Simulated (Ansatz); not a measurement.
# SnPb2 (model cell, started as cuprite): relaxing the cell for a phonon run

Task: relax SnPb2 (model cell, started as cuprite) tightly.

Calculated with Ansatz 0.2.0; DFT PBEsol, scalar-relativistic, plane waves, norm-conserving pseudopotentials.

The structure was built from a prototype and need not be the compound's stable phase.

### Step 1. Set-up

The structure is cubic, space group Pn-3m (No. 224). The conventional cell has a = 6.889 Å, b = 6.889 Å, c = 6.889 Å, α = 90.00°, β = 90.00°, γ = 90.00°. Nearest to Sn lie 4 Pb at 2.98 Å. Pb has 2 Sn at 2.98 Å nearest. Farther neighbours are not listed.

### Step 2. Probe on a coarse mesh

First a cheap look: the gap decides the mesh and the occupations, the pressure tells how far the cell has to move.

input.yaml reads:

```yaml
crystal:
  lattice:
    - [6.88941, 0.0, 0.0]
    - [0.0, 6.88941, 0.0]
    - [0.0, 0.0, 6.88941]
  atoms:
    - { symbol: Sn, position: [0.0, 0.0, 0.0] }
    - { symbol: Sn, position: [0.5, 0.5, 0.5] }
    - { symbol: Pb, position: [0.25, 0.25, 0.25] }
    - { symbol: Pb, position: [0.75, 0.75, 0.25] }
    - { symbol: Pb, position: [0.75, 0.25, 0.75] }
    - { symbol: Pb, position: [0.25, 0.75, 0.75] }
kpoints:
  mp_grid: { grid: [4, 4, 4] }
hamiltonian:
  xc: pbesol
  pseudopotentials: { kind: nc }
scf:
  occupations: { method: gaussian, width: 0.1 }
output:
  forces: true
  stress: true
  eigenvalues: true
```

Command:

```
> ansatz run input.yaml --threads 8 --pin off --max-ram 14336MiB --backend cpu --events-out ev --progress --plain --runs-dir out
```

Numbers of over 12 decimals in the logs are rounded to 6 here.

Log:

```text
Engine: ansatz 0.2.0, aarch64-unknown-linux-gnu
Pseudopotentials: kind: nc
Pseudopotential: Sn, nc, valence charge 14, recommended cutoff 979.609905 eV (normal), Sn.nc.azcp (PseudoDojo's, or run here from an input of PseudoDojo's: the run reads no file of this project's for it)
[...]
k-point 0: bands = [... 38 lower, 2.0192, 3.0427, 3.0427, 4.8744, 4.8744, 4.8744, 5.1565, 5.1565, ... 5 higher]
  k-point 1: bands = [... 38 lower, 2.6719, 3.1768, 3.2217, 4.4366, 4.4366, 4.4428, 5.1085, 5.1278, ... 5 higher]
  k-point 2: bands = [... 38 lower, 3.3503, 3.3503, 3.7315, 3.7315, 4.3357, 4.3357, 4.7493, 4.7493, ... 5 higher]
  k-point 9: bands = [... 38 lower, 1.4349, 4.0853, 4.0853, 4.0853, 5.4682, 5.4682, 5.6346, 5.6346, ... 5 higher]
[key lines of the parts left out:]
SCF converged after 7 iterations
Free energy (F): -11870.273693 eV
Fermi energy:    4.132193 eV
P = ⅓ Tr σ = -2.2520 GPa (-22.520 kbar)
```

It took 8 s on 8 threads of Arm Neoverse N1, shared host; peak memory 2.6 GiB.

Numbers from this step:

| Item | Value |
| --- | --- |
| pressure | -2.252 GPa |
| volume per atom | 54.50 Å³ |
| gap on the k-mesh | 0 eV |

The coarse mesh shows no gap and a pressure of -2.3 GPa.

### Step 3. Relaxation

The cell and atoms are relaxed, since residual forces and stress would shift the frequencies.

Edit input.yaml of step 2 so:

```diff
@@ -13,3 +13,3 @@
 kpoints:
-  mp_grid: { grid: [4, 4, 4] }
+  mp_grid: { grid: [6, 6, 6] }
 hamiltonian:
@@ -23 +23,6 @@
   eigenvalues: true
+relax:
+  adjacent_minimum: "off"
+  f_tol: 0.005
+  max_steps: 80
+  cell: { stress_tol: 0.05 }
```

Log:

```text
[...]
Crystal: 6 atoms, lattice volume = 326.999 Å³
Basis set: ecut = 979.609905 eV, 22887 PW (Γ), exchange–correlation on 144×144×144 points (8 copies of the dense FFT grid, shifted against one another)
Bands: 51, of which v1, the nominal top of the filled ones, is band 42 counted from 1 (41 counted from 0)
Symmetry: 48 space group operations
[...]
k-points: 20 of 216
[...]
SCF iter   1: F=—  HF=-11871.978172 eV  |F-HF|=—  |Δ(HF+E_count)|=         —  Δρ=2.17e-2  dr2=6.04e0  ethr=3.10e-3  ⟨swp⟩=7.5  Hψ=3764  notcnv=0
[...]
SCF iter   7: F=-11870.258640 eV  HF=-11870.258640 eV  |F-HF|=2.48e-9  |Δ(HF+E_count)|=   8.75e-7  Δρ=3.56e-6  dr2=2.62e-8  ethr=1.19e-10  ⟨swp⟩=13.6  Hψ=5798  notcnv=0
SCF 1 converged in 7 iterations: F = -11870.258640 eV  dr2 = 2.62e-8
relax step   1: F+E_penalty+E_count = -11870.25864007 eV  Δ(F+E_penalty+E_count) = +0.000e0 eV  max|allowed force component| = 9.252e-18 eV/Å  Δτ_max = 0.0000 Å  P = -2.250 GPa  Ω = 326.999 Å³  (7 SCF iters, dr2 threshold 1.00e-7 eV, accepted)
Crystal: 6 atoms, lattice volume = 294.102 Å³
Basis set: ecut = 979.609905 eV, 20377 PW (Γ), exchange–correlation on 144×144×144 points (8 copies of the dense FFT grid, shifted against one another)
[...]
iter 1 solved again at ethr=2.10e-5 eV; its pass at ethr=3.10e-3 eV (dr2=1.76e-2 eV) is discarded
[...]
SCF iter   5: F=-11870.581728 eV  HF=-11870.581728 eV  |F-HF|=9.17e-9  |Δ(HF+E_count)|=   1.24e-8  Δρ=4.80e-6  dr2=3.57e-8  ethr=7.14e-10  ⟨swp⟩=8.8  Hψ=4305  notcnv=0
SCF 2 converged in 5 iterations: F = -11870.581728 eV  dr2 = 3.57e-8
relax step   2: F+E_penalty+E_count = -11870.58172772 eV  Δ(F+E_penalty+E_count) = -3.231e-1 eV  max|allowed force component| = 2.429e-17 eV/Å  Δτ_max = 0.0000 Å  P = -0.726 GPa  Ω = 294.102 Å³  energy of the carried Pulay correction = +1.332e-3 eV  (5 SCF iters, dr2 threshold 6.00e-7 eV, accepted)
Crystal: 6 atoms, lattice volume = 280.661 Å³
Basis set: ecut = 979.609905 eV, 19549 PW (Γ), exchange–correlation on 144×144×144 points (8 copies of the dense FFT grid, shifted against one another)
[...]
SCF iter   5: F=-11870.605071 eV  HF=-11870.605071 eV  |F-HF|=1.12e-7  |Δ(HF+E_count)|=   8.07e-7  Δρ=8.56e-6  dr2=1.43e-7  ethr=7.14e-10  ⟨swp⟩=8.6  Hψ=4558  notcnv=0
SCF 3 converged in 5 iterations: F = -11870.605071 eV  dr2 = 1.43e-7
relax step   3: F+E_penalty+E_count = -11870.60507087 eV  Δ(F+E_penalty+E_count) = -2.334e-2 eV  max|allowed force component| = 5.127e-17 eV/Å  Δτ_max = 0.0000 Å  P = +0.222 GPa  Ω = 280.661 Å³  energy of the carried Pulay correction = +1.918e-3 eV  (5 SCF iters, dr2 threshold 6.00e-7 eV, accepted)
[...]
relax step   4: F+E_penalty+E_count = -11870.60689640 eV  Δ(F+E_penalty+E_count) = -1.826e-3 eV  max|allowed force component| = 3.624e-17 eV/Å  Δτ_max = 0.0000 Å  P = -0.012 GPa  Ω = 283.693 Å³  energy of the carried Pulay correction = +1.784e-3 eV  (4 SCF iters, dr2 threshold 1.23e-7 eV, accepted)
[...]
SCF iter   5: F=-11870.605455 eV  HF=-11870.605455 eV  |F-HF|=0.00e0  |Δ(HF+E_count)|=  6.18e-11  Δρ=3.94e-8  dr2=3.49e-12  ethr=1.00e-12  ⟨swp⟩=7.3  Hψ=4060  notcnv=0
SCF 5 converged in 5 iterations: F = -11870.605455 eV  dr2 = 3.49e-12
relax step   5: F+E_penalty+E_count = -11870.60545483 eV  Δ(F+E_penalty+E_count) = +1.442e-3 eV  max|allowed force component| = 3.161e-17 eV/Å  Δτ_max = 0.0000 Å  P = -0.012 GPa  Ω = 283.693 Å³  stress off target by 1.21e-2 GPa  SCF on the basis re-selected at this cell (its energy is not comparable with the rows above)  (5 SCF iters)
basis re-selected at this cell: Δ(F+E_penalty+E_count) = +1.442e-3 eV, ΔP = +0.000 GPa vs the last step (what re-selecting the basis moved, of the pressure what is left beyond the Pulay correction that the steps carried, after the strain that the cell walked since its last selection, with what the two solves' SCF thresholds leave and, on support functions, any second-order correction that the steps lacked; it is no m [...]
SCF converged after 5 iterations
Free energy (F): -11870.605455 eV
[...]
Internal energy: -11870.586258 eV  (E = F + TS)
E sigma→0 (E₀):  -11870.595856 eV
Entropy (-TS):   -0.019197 eV (-3.200 meV/atom)
Fermi energy:    5.326953 eV
[...]
--- Stress (GPa, compression-positive) ---
       -0.012137      -0.000000      -0.000000
       -0.000000      -0.012137      -0.000000
       -0.000000      -0.000000      -0.012137
  P = ⅓ Tr σ = -0.0121 GPa (-0.121 kbar)
--- Band table (eV; the first three rows and the last of 20) ---
  k-point 0: bands = [... 38 lower, 2.9674, 3.9806, 3.9806, 6.1628, 6.1628, 6.1628, 6.5390, 6.5390, ... 5 higher]
  k-point 1: bands = [... 38 lower, 3.5322, 4.0732, 4.0786, 5.8183, 5.8183, 5.8927, 6.5835, 6.7136, ... 5 higher]
  k-point 2: bands = [... 38 lower, 4.3303, 4.3402, 4.3461, 5.3360, 5.6174, 5.6174, 6.2268, 6.3964, ... 5 higher]
  k-point 19: bands = [... 38 lower, 2.2216, 5.3024, 5.3024, 5.3024, 6.9096, 6.9096, 7.1885, 7.1885, ... 5 higher]
--- Relaxed structure (4 steps of the walk, 4 accepted, 1 SCFs on fresh bases) ---
  F+E_penalty+E_count = -11870.60545483 eV   max|allowed force component| = 3.161e-17 eV/Å   (the final SCF, on the basis selected at the relaxed cell)
  cell:  # Å, volume = 283.6930 Å³
    - [6.570769, 0, 0]
    - [0, 6.570769, 0]
    - [0, 0, 6.570769]
  atoms:
    - { symbol: Sn, position: [0, 0, 0] }
    - { symbol: Sn, position: [0.5, 0.5, 0.5] }
    - { symbol: Pb, position: [0.25, 0.25, 0.25] }
    - { symbol: Pb, position: [0.750000, 0.750000, 0.25] }
    - { symbol: Pb, position: [0.750000, 0.25, 0.750000] }
    - { symbol: Pb, position: [0.25, 0.750000, 0.750000] }
```

The job ended after 74 s (8 threads; peak memory 2.8 GiB).

Step by step:

```
step  energy less that of the first step (eV)  largest force component (eV/Å)  pressure (GPa)  volume (Å³)
   1                                   0.0000                          0.0000           -2.25       327.00
   2                                  -0.3231                          0.0000           -0.73       294.10
   3                                  -0.3464                          0.0000            0.22       280.66
   4                                  -0.3483                          0.0000           -0.01       283.69
  5*                                  -0.3468                          0.0000           -0.01       283.69
```

Relaxation steps marked * repeat the geometry before them on a plane-wave basis chosen anew for their cell, so energy and pressure can jump there.

The run keeps the 48 symmetry operations that it works with, so distortions that break them were not tested.

```
conventional cell, symmetrised  before  after   change
                         a (Å)   6.889  6.571   -4.6 %
                         b (Å)   6.889  6.571   -4.6 %
                         c (Å)   6.889  6.571   -4.6 %
              volume (Å³/atom)   54.50  47.28  -13.2 %
```

Final coordinates:

```
Sn Pb
1.0
     6.57077    0.00000    0.00000
     0.00000    6.57077    0.00000
     0.00000    0.00000    6.57077
Sn Pb
2 4
Direct
  0.00000 0.00000 0.00000
  0.50000 0.50000 0.50000
  0.25000 0.25000 0.25000
  0.75000 0.75000 0.25000
  0.75000 0.25000 0.75000
  0.25000 0.75000 0.75000
```

Numbers from this step:

```yaml
pressure: -0.01214 GPa
volume_per_atom: 47.28 Å³
```

In this step the volume went from 54.50 to 47.28 Å³/atom.

### Step 4. Bringing the structure to rest

The relaxation is repeated from its end on the same settings, as a check that it has come to rest.

Edit input.yaml of step 3 so:

```diff
@@ -2,5 +2,5 @@
   lattice:
-    - [6.88941, 0.0, 0.0]
-    - [0.0, 6.88941, 0.0]
-    - [0.0, 0.0, 6.88941]
+    - [6.5707688197, 0.0, 0.0]
+    - [0.0, 6.5707688197, 0.0]
+    - [0.0, 0.0, 6.5707688197]
   atoms:
```

Log:

```text
[...]
Crystal: 6 atoms, lattice volume = 283.693 Å³
Basis set: ecut = 979.609905 eV, 19837 PW (Γ), exchange–correlation on 144×144×144 points (8 copies of the dense FFT grid, shifted against one another)
Bands: 51, of which v1, the nominal top of the filled ones, is band 42 counted from 1 (41 counted from 0)
[... 1 set-up line as in the run before ...]
[...]
k-points: 20 of 216
[...]
cell:  # Å, volume = 283.6930 Å³
    - [6.5707688197, 0.0, 0.0]
    - [0.0, 6.5707688197, 0.0]
    - [0.0, 0.0, 6.5707688197]
  atoms:
    - { symbol: Sn, position: [0.0, 0.0, 0.0] }
    - { symbol: Sn, position: [0.500000, 0.500000, 0.500000] }
    - { symbol: Pb, position: [0.250000, 0.250000, 0.250000] }
    - { symbol: Pb, position: [0.750000, 0.750000, 0.250000] }
    - { symbol: Pb, position: [0.750000, 0.250000, 0.750000] }
    - { symbol: Pb, position: [0.250000, 0.750000, 0.750000] }
[key lines of the parts left out:]
SCF converged after 4 iterations
Free energy (F): -11870.605455 eV
Fermi energy:    5.326953 eV
P = ⅓ Tr σ = -0.0121 GPa (-0.121 kbar)
```

Run time: 29 s. Hardware: 8 threads; peak memory 2.5 GiB; 3.8 min of CPU time.

Little changed from the start: no atom moved by 0.005 Å and no cell edge by 0.1 %.

In this step the volume went from 47.28 to 47.28 Å³/atom.

### Step 5. Tight relaxation

Phonons need a cell at rest on their own settings, so the relaxation is repeated with tight tolerances on forces and stress, using the mesh and the filling of the phonon run that follows.

Edit input.yaml of step 4 so:

```diff
@@ -18,3 +18,3 @@
 scf:
-  occupations: { method: gaussian, width: 0.1 }
+  occupations: { method: methfessel_paxton, width: 0.2 }
 output:
@@ -25,4 +25,4 @@
   adjacent_minimum: "off"
-  f_tol: 0.005
-  max_steps: 80
-  cell: { stress_tol: 0.05 }
+  f_tol: 0.001
+  max_steps: 60
+  cell: { stress_tol: 0.01 }
```

Log:

```text
[...]
Crystal: 6 atoms, lattice volume = 283.693 Å³
Basis set: ecut = 979.609905 eV, 19837 PW (Γ), exchange–correlation on 144×144×144 points (8 copies of the dense FFT grid, shifted against one another)
Bands: 51, of which v1, the nominal top of the filled ones, is band 42 counted from 1 (41 counted from 0)
[... 1 set-up line as in the run before ...]
[...]
k-points: 20 of 216
[...]
cell:  # Å, volume = 283.2431 Å³
    - [6.567294, 0, 0]
    - [0, 6.567294, 0.0]
    - [0, 0.0, 6.567294]
  atoms:
    - { symbol: Sn, position: [0, 0, 0] }
    - { symbol: Sn, position: [0.5, 0.5, 0.5] }
    - { symbol: Pb, position: [0.25, 0.25, 0.25] }
    - { symbol: Pb, position: [0.75, 0.75, 0.25] }
    - { symbol: Pb, position: [0.75, 0.25, 0.75] }
    - { symbol: Pb, position: [0.25, 0.75, 0.75] }
[key lines of the parts left out:]
SCF converged after 5 iterations
Free energy (F): -11870.591622 eV
Fermi energy:    5.346822 eV
P = ⅓ Tr σ = -0.0022 GPa (-0.022 kbar)
```

Wall time 42 s (8 threads); peak memory 2.5 GiB; 5.5 min of CPU time.

Little changed from the start: no atom moved by 0.005 Å and no cell edge by 0.1 %.

This step gave:

* pressure: -0.002198 GPa
* volume per atom: 47.21 Å³

The forces vanish by symmetry and the pressure is -0.002 GPa, within the tolerances set. The cell now holds 47.21 Å³/atom.

### Step 6. Outcome

- space group after relaxation (within 0.01 Å): Pn-3m
- lattice constant a: 6.567 Å
- lattice constant b: 6.567 Å
- lattice constant c: 6.567 Å
- volume per atom: 47.2 Å³

In words: The forces vanish by symmetry and the pressure is -0.002 GPa, within the tolerances set. The cell now holds 47.21 Å³/atom. The relaxation keeps the symmetry of its start, so it says nothing on stability against lower symmetry. Spin-orbit coupling is left out, which can matter for the heavy elements here. The starting cell was built on a prototype and not taken from a measurement, so the phase need not exist.

[Logs are printed without paths, hosts, clocks, repeated set-up lines and the standing remarks that a program may print on its own settings, such as how far it seeks lower states.]

[Hosts, paths, dates, database ids (printed as entryN), source tags and the programs' standing remarks are cut or masked in the printed files.]
